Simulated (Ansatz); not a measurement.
# O on Ir(111): change of the work function, part 3 of 4

How does O on the fcc site change the work function of Ir(111) as the layer fills?

Ansatz 0.2.0; plane-wave DFT, PBE, Ansatz PAW.

So far, work function, upper face (eV): step 2 (the clean slab) 5.49; step 3 (37 atoms, coverage 0.111 ML, cell 3x3) 5.60.

## 4. The covered slab, k-mesh 6×6×1, coverage 0.25 ML

System of this step: Ir16O (O/Ir(111)). The cell holds 17 atoms: 16 Ir and 1 O. Cell: a = 5.431 Å, b = 5.431 Å, c = 26.080 Å, α = 90.0°, β = 90.0°, γ = 60.0°. Vacuum lies along c.

Another coverage, to see how the dipoles act on each other as their distance changes.

File input.yaml:

```yaml
crystal:
  lattice:
    - [5.4305800796, 0.0, 0.0]
    - [2.7152900398, 4.7030203062, 0.0]
    - [0.0, 0.0, 26.0803608748]
  atoms:
    - { symbol: Ir, position: [0.0, 0.0, 0.3450872495] }
    - { symbol: Ir, position: [0.1666666667, 0.1666666667, 0.4300947018] }
    - { symbol: Ir, position: [0.3333333333, 0.3333333333, 0.5150031947] }
    - { symbol: Ir, position: [0.0, 0.0, 0.5995040849] }
    - { symbol: Ir, position: [0.0, 0.5, 0.3450872495] }
    - { symbol: Ir, position: [0.1666666667, 0.6666666667, 0.4300947018] }
    - { symbol: Ir, position: [0.3333333333, 0.8333333333, 0.5150031947] }
    - { symbol: Ir, position: [0.0, 0.5, 0.5995040849] }
    - { symbol: Ir, position: [0.5, 0.0, 0.3450872495] }
    - { symbol: Ir, position: [0.6666666667, 0.1666666667, 0.4300947018] }
    - { symbol: Ir, position: [0.8333333333, 0.3333333333, 0.5150031947] }
    - { symbol: Ir, position: [0.5, 0.0, 0.5995040849] }
    - { symbol: Ir, position: [0.5, 0.5, 0.3450872495] }
    - { symbol: Ir, position: [0.6666666667, 0.6666666667, 0.4300947018] }
    - { symbol: Ir, position: [0.8333333333, 0.8333333333, 0.5150031947] }
    - { symbol: Ir, position: [0.5, 0.5, 0.5995040849] }
    - { symbol: O, position: [0.1666666667, 0.1666666667, 0.6549127505] }
kpoints:
  mp_grid: { grid: [6, 6, 1] }
hamiltonian:
  xc: pbe
scf:
  occupations: { method: fermi_dirac, width: 0.1 }
  convergence: { dr2_threshold: 1.0e-08 }
efield:
  axis: 3
  dipole_correction: true
  ramp_position: 0.97
  ramp_width: 0.06
relax:
  f_tol: 0.02
  max_steps: 60
  constraints: [{ sites: [0, 1, 4, 5, 8, 9, 12, 13] }]
output:
  dos: { projected: true, e_range: [-8, 4] }
  write_potential: true
  write_density: true
  volumetric_format: npy
  elf: true
```

Launch:

```
$ ansatz run input.yaml --threads 4 --pin off --max-ram 16384MiB --backend cpu --events-out ev --progress --plain --runs-dir out
```

Standard output:

```text
[...]
Crystal: 17 atoms, lattice volume = 666.096 Å³
Basis set: ecut = 420 eV, 12993 PW (Γ), exchange–correlation on 80×80×360 points (8 copies of the dense FFT grid, shifted against one another)
Bands: 167, of which v1, the nominal top of the filled ones, is band 139 counted from 1 (138 counted from 0)
Symmetry: 6 space group operations
[...]
k-points: 7 of 36 (time reversal used)
[...]
SCF iter   1: F=—  HF=-191524.557007 eV  |F-HF|=—  |Δ(HF+E_count)|=         —  Δρ=5.97e-3  dr2=6.85e-1  ethr=1.77e-3  p=-0.071 e·Å  D=-1.92e-2 V/Å  ΔV_dip=0.50 eV  dr2_dipole=3.42e-4  V_vac-E_F(+/−)=5.73/5.23 eV  ⟨swp⟩=8.3  Hψ=5513  notcnv=0  defer=12
[...]
SCF iter  10: F=-191524.549029 eV  HF=-191524.549029 eV  |F-HF|=2.06e-8  |Δ(HF+E_count)|=   1.26e-7  Δρ=4.59e-7  dr2=2.15e-9  ethr=3.60e-12  p=-0.062 e·Å  D=-1.67e-2 V/Å  ΔV_dip=0.44 eV  dr2_dipole=3.13e-11  V_vac-E_F(+/−)=5.94/5.50 eV  ⟨swp⟩=16.4  Hψ=8896  notcnv=0
SCF 1 converged in 10 iterations: F = -191524.549029 eV  dr2 = 2.15e-9
[...]
relax step   1: F+E_penalty+E_count = -191524.54902940 eV  Δ(F+E_penalty+E_count) = +0.000e0 eV  max|allowed force component| = 1.418e0 eV/Å  Δτ_max = 0.0000 Å  (10 SCF iters, accepted)
[...]
SCF iter   1: F=—  HF=-191524.697746 eV  |F-HF|=—  |Δ(HF+E_count)|=         —  Δρ=5.57e-3  dr2=4.66e-1  ethr=1.41e-4  p=-0.062 e·Å  D=-1.67e-2 V/Å  ΔV_dip=0.44 eV  dr2_dipole=1.28e-1  V_vac-E_F(+/−)=5.95/5.51 eV  ⟨swp⟩=2.0  Hψ=4296  notcnv=0  defer=24
[...]
eigensolver tolerance schedule calibrated: the retry pair's looser diagonalisation under-reported the residual by θ = 0.16 (0.12/decade); ethr = c·dr2/N_el runs at the constant in force after the calibration composes with the one it found (an armed cap, an earlier calibration), c = 7.2e-2
[...]
SCF iter   2: F=—  HF=-191524.690068 eV  |F-HF|=—  |Δ(HF+E_count)|=   7.68e-3  Δρ=2.26e-3  dr2=5.95e-2  ethr=1.21e-4  p=-0.051 e·Å  D=-1.39e-2 V/Å  ΔV_dip=0.36 eV  dr2_dipole=2.08e-4  V_vac-E_F(+/−)=5.86/5.49 eV  ⟨swp⟩=2.0  Hψ=1776  notcnv=0  defer=24
[...]
SCF iter  10: F=-191524.675880 eV  HF=-191524.675879 eV  |F-HF|=2.76e-8  |Δ(HF+E_count)|=   8.58e-8  Δρ=4.47e-7  dr2=1.85e-9  ethr=2.59e-12  p=-0.049 e·Å  D=-1.32e-2 V/Å  ΔV_dip=0.34 eV  dr2_dipole=8.08e-12  V_vac-E_F(+/−)=5.84/5.50 eV  ⟨swp⟩=15.6  Hψ=8611  notcnv=0
SCF 2 converged in 10 iterations: F = -191524.675880 eV  dr2 = 1.85e-9
[...]
relax step   2: F+E_penalty+E_count = -191524.67587951 eV  Δ(F+E_penalty+E_count) = -1.269e-1 eV  max|allowed force component| = 6.568e-1 eV/Å  Δτ_max = 0.0865 Å  (10 SCF iters, accepted)
SCF iter   1: F=—  HF=-191524.729507 eV  |F-HF|=—  |Δ(HF+E_count)|=         —  Δρ=4.76e-3  dr2=2.08e-1  ethr=9.02e-4  p=-0.049 e·Å  D=-1.32e-2 V/Å  ΔV_dip=0.34 eV  dr2_dipole=5.98e-2  V_vac-E_F(+/−)=5.84/5.49 eV  ⟨swp⟩=4.3  Hψ=2270  notcnv=0  defer=26
[...]
SCF iter   9: F=-191524.712405 eV  HF=-191524.712405 eV  |F-HF|=4.32e-8  |Δ(HF+E_count)|=   1.62e-7  Δρ=7.72e-7  dr2=7.17e-9  ethr=3.60e-12  p=-0.031 e·Å  D=-8.30e-3 V/Å  ΔV_dip=0.22 eV  dr2_dipole=2.99e-15  V_vac-E_F(+/−)=5.71/5.49 eV  ⟨swp⟩=16.3  Hψ=9320  notcnv=0
SCF 3 converged in 9 iterations: F = -191524.712405 eV  dr2 = 7.17e-9
relax step   3: F+E_penalty+E_count = -191524.71240522 eV  Δ(F+E_penalty+E_count) = -3.653e-2 eV  max|allowed force component| = 3.004e-1 eV/Å  Δτ_max = 0.1009 Å  (9 SCF iters, accepted)
[...]
relax step   4: F+E_penalty+E_count = -191524.71885461 eV  Δ(F+E_penalty+E_count) = -6.449e-3 eV  max|allowed force component| = 1.051e-1 eV/Å  Δτ_max = 0.0164 Å  (8 SCF iters, accepted)
[...]
relax step   5: F+E_penalty+E_count = -191524.71911457 eV  Δ(F+E_penalty+E_count) = -2.600e-4 eV  max|allowed force component| = 9.416e-2 eV/Å  Δτ_max = 0.0108 Å  (8 SCF iters, accepted)
SCF iter   1: F=—  HF=-191524.719288 eV  |F-HF|=—  |Δ(HF+E_count)|=         —  Δρ=3.87e-4  dr2=1.23e-3  ethr=5.59e-6  p=-0.027 e·Å  D=-7.38e-3 V/Å  ΔV_dip=0.19 eV  dr2_dipole=1.75e-4  V_vac-E_F(+/−)=5.68/5.49 eV  ⟨swp⟩=2.0  Hψ=2005  notcnv=0  defer=6
[...]
SCF iter   7: F=-191524.719784 eV  HF=-191524.719784 eV  |F-HF|=5.54e-8  |Δ(HF+E_count)|=   2.15e-7  Δρ=6.15e-7  dr2=3.94e-9  ethr=3.60e-12  p=-0.027 e·Å  D=-7.47e-3 V/Å  ΔV_dip=0.19 eV  dr2_dipole=5.91e-11  V_vac-E_F(+/−)=5.69/5.49 eV  ⟨swp⟩=13.0  Hψ=8453  notcnv=0
SCF 6 converged in 7 iterations: F = -191524.719784 eV  dr2 = 3.94e-9
relax step   6: F+E_penalty+E_count = -191524.71978447 eV  Δ(F+E_penalty+E_count) = -6.699e-4 eV  max|allowed force component| = 7.455e-3 eV/Å  Δτ_max = 0.0047 Å  (7 SCF iters, accepted)
[...]
WARN: The input density's exchange-correlation potential varies sharply where the density is thin. Do not read a vacuum level from v_tot or v_xc, or from such a field of the output density. On a cell that repeats whose density bears no net charge and no dipole along the vacuum's axis use v_es (v_loc + v_h of the components); under efield.dipole_correction with no amplitude use v_es + v_field, which holds any external [...]
SCF converged after 7 iterations
Free energy (F): -191524.719784 eV
[...]
Internal energy: -191524.139829 eV  (E = F + TS)
E sigma→0 (E₀):  -191524.429807 eV
Entropy (-TS):   -0.579956 eV (-34.115 meV/atom)
Fermi energy:    5.206590 eV
Dipole field:    D = -0.007472 V/Å  (p = -0.027506 e·Å, saw-weighted, corrected)
Work function:   Φ+ = 5.6854 eV   Φ− = 5.4905 eV
[...]
--- Forces (eV/Å), atoms counted from 1 ---
  atom   1  Ir    -0.04038114    -0.02331406     0.09909276
  atom   2  Ir    -0.00000000    -0.00000000    -0.05086898
  atom   3  Ir    -0.00057997    -0.00033485     0.00163112
  atom   4  Ir    -0.00064968    -0.00037509    -0.00113254
  atom   5  Ir    -0.00000000     0.04662812     0.09909276
  atom   6  Ir    -0.02855905     0.01648858    -0.15715449
  atom   7  Ir     0.00000000     0.00066969     0.00163112
  atom   8  Ir    -0.00000000     0.00075019    -0.00113254
  atom   9  Ir     0.04038114    -0.02331406     0.09909276
  atom  10  Ir    -0.00000000    -0.03297715    -0.15715449
  atom  11  Ir     0.00057997    -0.00033485     0.00163112
  atom  12  Ir     0.00064968    -0.00037509    -0.00113254
  atom  13  Ir    -0.00000000    -0.00000000     0.21233330
  atom  14  Ir     0.02855905     0.01648858    -0.15715449
  atom  15  Ir     0.00000000     0.00000000     0.00413165
  atom  16  Ir     0.00000000     0.00000000     0.00745536
  atom  17  O      0.00000000     0.00000000    -0.00035317
  max |Σ_I F_I| component: 8.73e-6 eV/Å
--- Band table (eV; the first three rows and the last of 7) ---
  k-point 0: bands = [... 135 lower, 5.7577, 5.8895, 5.8895, 5.9771, 5.9771, 6.1857, 6.2086, 6.2086, ... 24 higher]
  k-point 1: bands = [... 135 lower, 5.4414, 5.5181, 5.6204, 5.6936, 5.7164, 5.7971, 5.8204, 5.8730, ... 24 higher]
  k-point 2: bands = [... 135 lower, 4.6582, 4.7023, 4.8413, 4.9547, 5.1989, 5.2516, 5.3487, 5.3523, ... 24 higher]
  k-point 6: bands = [... 135 lower, 4.7674, 4.8504, 4.9322, 4.9484, 5.0379, 5.2052, 5.2700, 5.3324, ... 24 higher]
--- Relaxed structure (6 steps of the walk, 6 accepted, 0 SCFs on fresh bases) ---
  F+E_penalty+E_count = -191524.71978447 eV   max|allowed force component| = 7.455e-3 eV/Å
  atoms:
    - { symbol: Ir, position: [-1.795949e-17, -1.795949e-17, 0.3450872495] }
    - { symbol: Ir, position: [0.166667, 0.166667, 0.4300947018] }
    - { symbol: Ir, position: [0.333534, 0.333534, 0.514595] }
    - { symbol: Ir, position: [-0.00535169, -0.00535169, 0.601916] }
    - { symbol: Ir, position: [0.0, 0.500000, 0.3450872495] }
    - { symbol: Ir, position: [0.166667, 0.666667, 0.4300947018] }
    - { symbol: Ir, position: [0.333534, 0.832933, 0.514595] }
    - { symbol: Ir, position: [-0.00535169, 0.510703, 0.601916] }
    - { symbol: Ir, position: [0.500000, -1.795949e-17, 0.3450872495] }
    - { symbol: Ir, position: [0.666667, 0.166667, 0.4300947018] }
    - { symbol: Ir, position: [0.832933, 0.333534, 0.514595] }
    - { symbol: Ir, position: [0.510703, -0.00535169, 0.601916] }
    - { symbol: Ir, position: [0.5, 0.500000, 0.3450872495] }
    - { symbol: Ir, position: [0.666667, 0.666667, 0.4300947018] }
    - { symbol: Ir, position: [0.833333, 0.833333, 0.515836] }
    - { symbol: Ir, position: [0.5, 0.500000, 0.598921] }
    - { symbol: O, position: [0.166667, 0.166667, 0.650120] }
```

Run time: 2.7 min. Hardware: 4 threads of Arm Neoverse V1, shared host; peak memory 2.7 GiB; 11 min of CPU time.

Step by step:

```
step  energy less that of the first step (eV)  largest force component (eV/Å)
   1                                   0.0000                          1.4177
   2                                  -0.1269                          0.6568
   3                                  -0.1634                          0.3004
   4                                  -0.1698                          0.1051
   5                                  -0.1701                          0.0942
   6                                  -0.1708                          0.0075
```

The run keeps the 6 symmetry operations that the program found, so distortions that break them were not tested.

The atoms that moved most (Å):

```
atom      dx      dy      dz  length
 O17   0.000   0.000  -0.125   0.125
 Ir4  -0.044  -0.025   0.063   0.081
 Ir8   0.000   0.050   0.063   0.081
Ir12   0.044  -0.025   0.063   0.081
Ir15   0.000   0.000   0.022   0.022
Ir16   0.000   0.000  -0.015   0.015
Ir11  -0.002   0.001  -0.011   0.011
 Ir3   0.002   0.001  -0.011   0.011
```

Final coordinates:

```xyz
17
Lattice="5.4306 0.0000 0.0000 2.7153 4.7030 0.0000 0.0000 0.0000 26.0804" Properties=species:S:1:pos:R:3
Ir    0.0000    0.0000    9.0000
Ir    1.3576    0.7838   11.2170
Ir    2.7169    1.5686   13.4208
Ir   -0.0436   -0.0252   15.6982
Ir    1.3576    2.3515    9.0000
Ir    2.7153    3.1353   11.2170
Ir    4.0729    3.9173   13.4208
Ir    1.3576    2.4018   15.6982
Ir    2.7153    0.0000    9.0000
Ir    4.0729    0.7838   11.2170
Ir    5.4289    1.5686   13.4208
Ir    2.7589   -0.0252   15.6982
Ir    4.0729    2.3515    9.0000
Ir    5.4306    3.1353   11.2170
Ir    6.7882    3.9192   13.4532
Ir    4.0729    2.3515   15.6201
O     1.3576    0.7838   16.9554
```

Read from the output:

* energy at zero smearing: -191524.4298 eV
* work function, upper face: 5.685 eV
* work function, lower face: 5.491 eV
* dipole along the normal: -0.02751 e·Å
* step between the vacuum levels: 0.1949 eV

The density of states has structure finer than the step of the table below, so its rows give means over 0.5 eV. Peaks (eV: height): -3.91: 40.7, -3.31: 35.8, -3.19: 35.4, -3.07: 37.3, -2.95: 45.4, -2.08: 47.5, -2.02: 52.0.

Density of states against energy, zero at the Fermi level; means over each step:

```
energy (eV)  density of states (states/eV a cell)
       -7.5                                  10.3
       -7.0                                  15.6
       -6.5                                  19.4
       -6.0                                  16.7
       -5.5                                  15.2
       -5.0                                  16.5
       -4.5                                  17.4
       -4.0                                  21.1
       -3.5                                  24.2
       -3.0                                  26.2
       -2.5                                  14.5
       -2.0                                  23.2
       -1.5                                  16.2
       -1.0                                  19.1
       -0.5                                  20.0
        0.0                                  17.9
        0.5                                  20.6
        1.0                                  18.6
        1.5                                  9.22
```

Projected DOS per atom over height of the atomic layer and energy from the Fermi level. Layers: Ir4 Ir4 Ir4 Ir4 O from below.

Ten even steps from '_' (0.18 states/eV) to '@' (2.24 states/eV), each cell a mean:
```
..________
::::--==..
==**++==__
++**====__
++----==__
++==--++__
**----++__
++::--++__
##==++**..
==::::==__
##----==..
@@##****..
******++__
--======..
--==++--::
==--==--::
::----====
--====::==
--**++--**
..++++--++
__----....
__....__..
```
Columns: height of the atomic layer (Å) from 9 to 17.0 (not evenly spaced); rows upwards: energy from the Fermi level (eV) from -7.96 to 1.95.

Electrostatic potential energy in the ca plane at fractional y = 0.167, with atoms of Ir and O within 0.2 Å of it. With pseudopotentials it is smooth inside the atoms' cores, unlike the true potential.

Values in eV, 8 rows by 16 columns, each cell a mean:
```
-14 -10   3   2  -3 -21   0 -19   1  10  11  11  11  11  11  11
 -1  -1 -15 -24   0  -6   4  -5   5  10  11  11  11  11  11  11
  6   5 -32 -42   1   5   7   5   8  10  11  11  11  11  11  11
 -1   0 -17 -26   1  -3   4  -5   5  10  11  11  11  11  11  11
-14 -10   3   2  -3 -21   0 -19   1  10  11  11  11  11  11  11
 -1  -1 -15 -24   1  -6   4  -4  -6   6  11  11  11  11  11  11
  6   5 -32 -42   1   5   7   4 -31  -9  11  11  11  11  11  11
 -1   0 -17 -26   1  -3   5  -3  -8   5  11  11  11  11  11  11
```
Columns run along c (16.0 Å, from fractional 0.32 to 0.93 of the cell; values clipped at the 3rd and 97th percentile), rows up along a (5.4 Å). Atoms in or near the plane, at fractional coordinates: Ir at (0.43, 0.17), Ir at (0.43, 0.67), O at (0.65, 0.17).

ELF in the ca plane at fractional y = 0.167, with atoms of Ir and O within 0.2 Å of it. It is the smooth field of the valence electrons, not physical close to the nuclei.

Ten even steps from '0' (0.00) to '9' (0.85), each cell a mean:
```
34543333333334543333443222100000000000000000
34543333333334543333454210000000000000000000
33333335653333333233333321000000000000000000
33333347775333332223333321000000000000000000
33333357466333332123344321000000000000000000
33333347775333332223333321000000000000000000
33333334543333333333343321000000000000000000
34543333333334543333454210000000000000000000
34543333333334543333442222100000000000000000
33333335653333333233323788631000000000000000
33333347775333332222237889952000000000000000
33333357466333332112237659962000000000000000
33333347775333332222226889852000000000000000
33333334543333333333323677520000000000000000
```
Columns run along c (16.0 Å, from fractional 0.32 to 0.93 of the cell), rows up along a (5.4 Å). Atoms in or near the plane, at fractional coordinates: Ir at (0.43, 0.17), Ir at (0.43, 0.67), O at (0.65, 0.17).

Valence density in the ca plane at fractional y = 0.167, with atoms of Ir and O within 0.2 Å of it. It is the smooth field of the valence electrons, not physical close to the nuclei.

Values in e/Å³, 8 rows by 16 columns, each cell a mean:
```
1.2 1.0 0.4 0.5 0.7 1.5 0.5 1.4 0.4 0.0 0.0 0.0 0.0 0.0 0.0 0.0
0.6 0.5 1.6 2.4 0.5 0.8 0.3 0.7 0.3 0.0 0.0 0.0 0.0 0.0 0.0 0.0
0.3 0.4 4.2 6.3 0.5 0.3 0.2 0.3 0.2 0.0 0.0 0.0 0.0 0.0 0.0 0.0
0.6 0.5 1.8 2.7 0.5 0.6 0.3 0.7 0.3 0.0 0.0 0.0 0.0 0.0 0.0 0.0
1.2 1.0 0.4 0.5 0.7 1.5 0.5 1.4 0.4 0.0 0.0 0.0 0.0 0.0 0.0 0.0
0.6 0.5 1.6 2.4 0.5 0.7 0.3 0.6 1.2 0.5 0.0 0.0 0.0 0.0 0.0 0.0
0.3 0.4 4.2 6.3 0.5 0.3 0.2 0.3 4.0 1.9 0.0 0.0 0.0 0.0 0.0 0.0
0.6 0.5 1.8 2.7 0.5 0.6 0.3 0.6 1.4 0.6 0.0 0.0 0.0 0.0 0.0 0.0
```
Columns run along c (16.0 Å, from fractional 0.32 to 0.93 of the cell), rows up along a (5.4 Å). Atoms in or near the plane, at fractional coordinates: Ir at (0.43, 0.17), Ir at (0.43, 0.67), O at (0.65, 0.17).

The relaxation took 6 steps and lowered the energy by 0.17 eV; the largest force on the free atoms ends at 0.0075 eV/Å.

By hand: a sheet of dipoles makes a step −p/(ε₀A) in the electron's potential. With e/ε₀ = 180.95 V·Å, p = -0.02751 e·Å and A = 25.54 Å², that is −180.95 × (-0.02751) / 25.54 = +0.195 eV, and the two vacuum levels of the run differ by +0.195 eV.

The covered face has 5.69 eV, +0.20 eV against the clean one; the bare back face has moved by -0.00 eV, a measure of how thin the slab is.

[end of part 3 of 4]

[Long decimals in the printed logs are rounded to 6 places.]

[Logs are printed without paths, hosts, clocks, repeated set-up lines and the standing remarks that a program may print on its own settings, such as how far it seeks lower states.]

[Hosts, paths, dates, database ids (printed as entryN), source tags and the programs' standing remarks are cut or masked in the printed files.]

[Maps of the electrostatic potential energy from Ansatz leave out the sawtooth potential of an applied field or a dipole correction, so their vacuum need not be flat; planar profiles and work functions include it.]

[The density of states shown here was stored with 400 of the rows of the run's finer table, so its peaks can read low, often by over a quarter, or be missed, and its means over a window can be off by a tenth or more.]
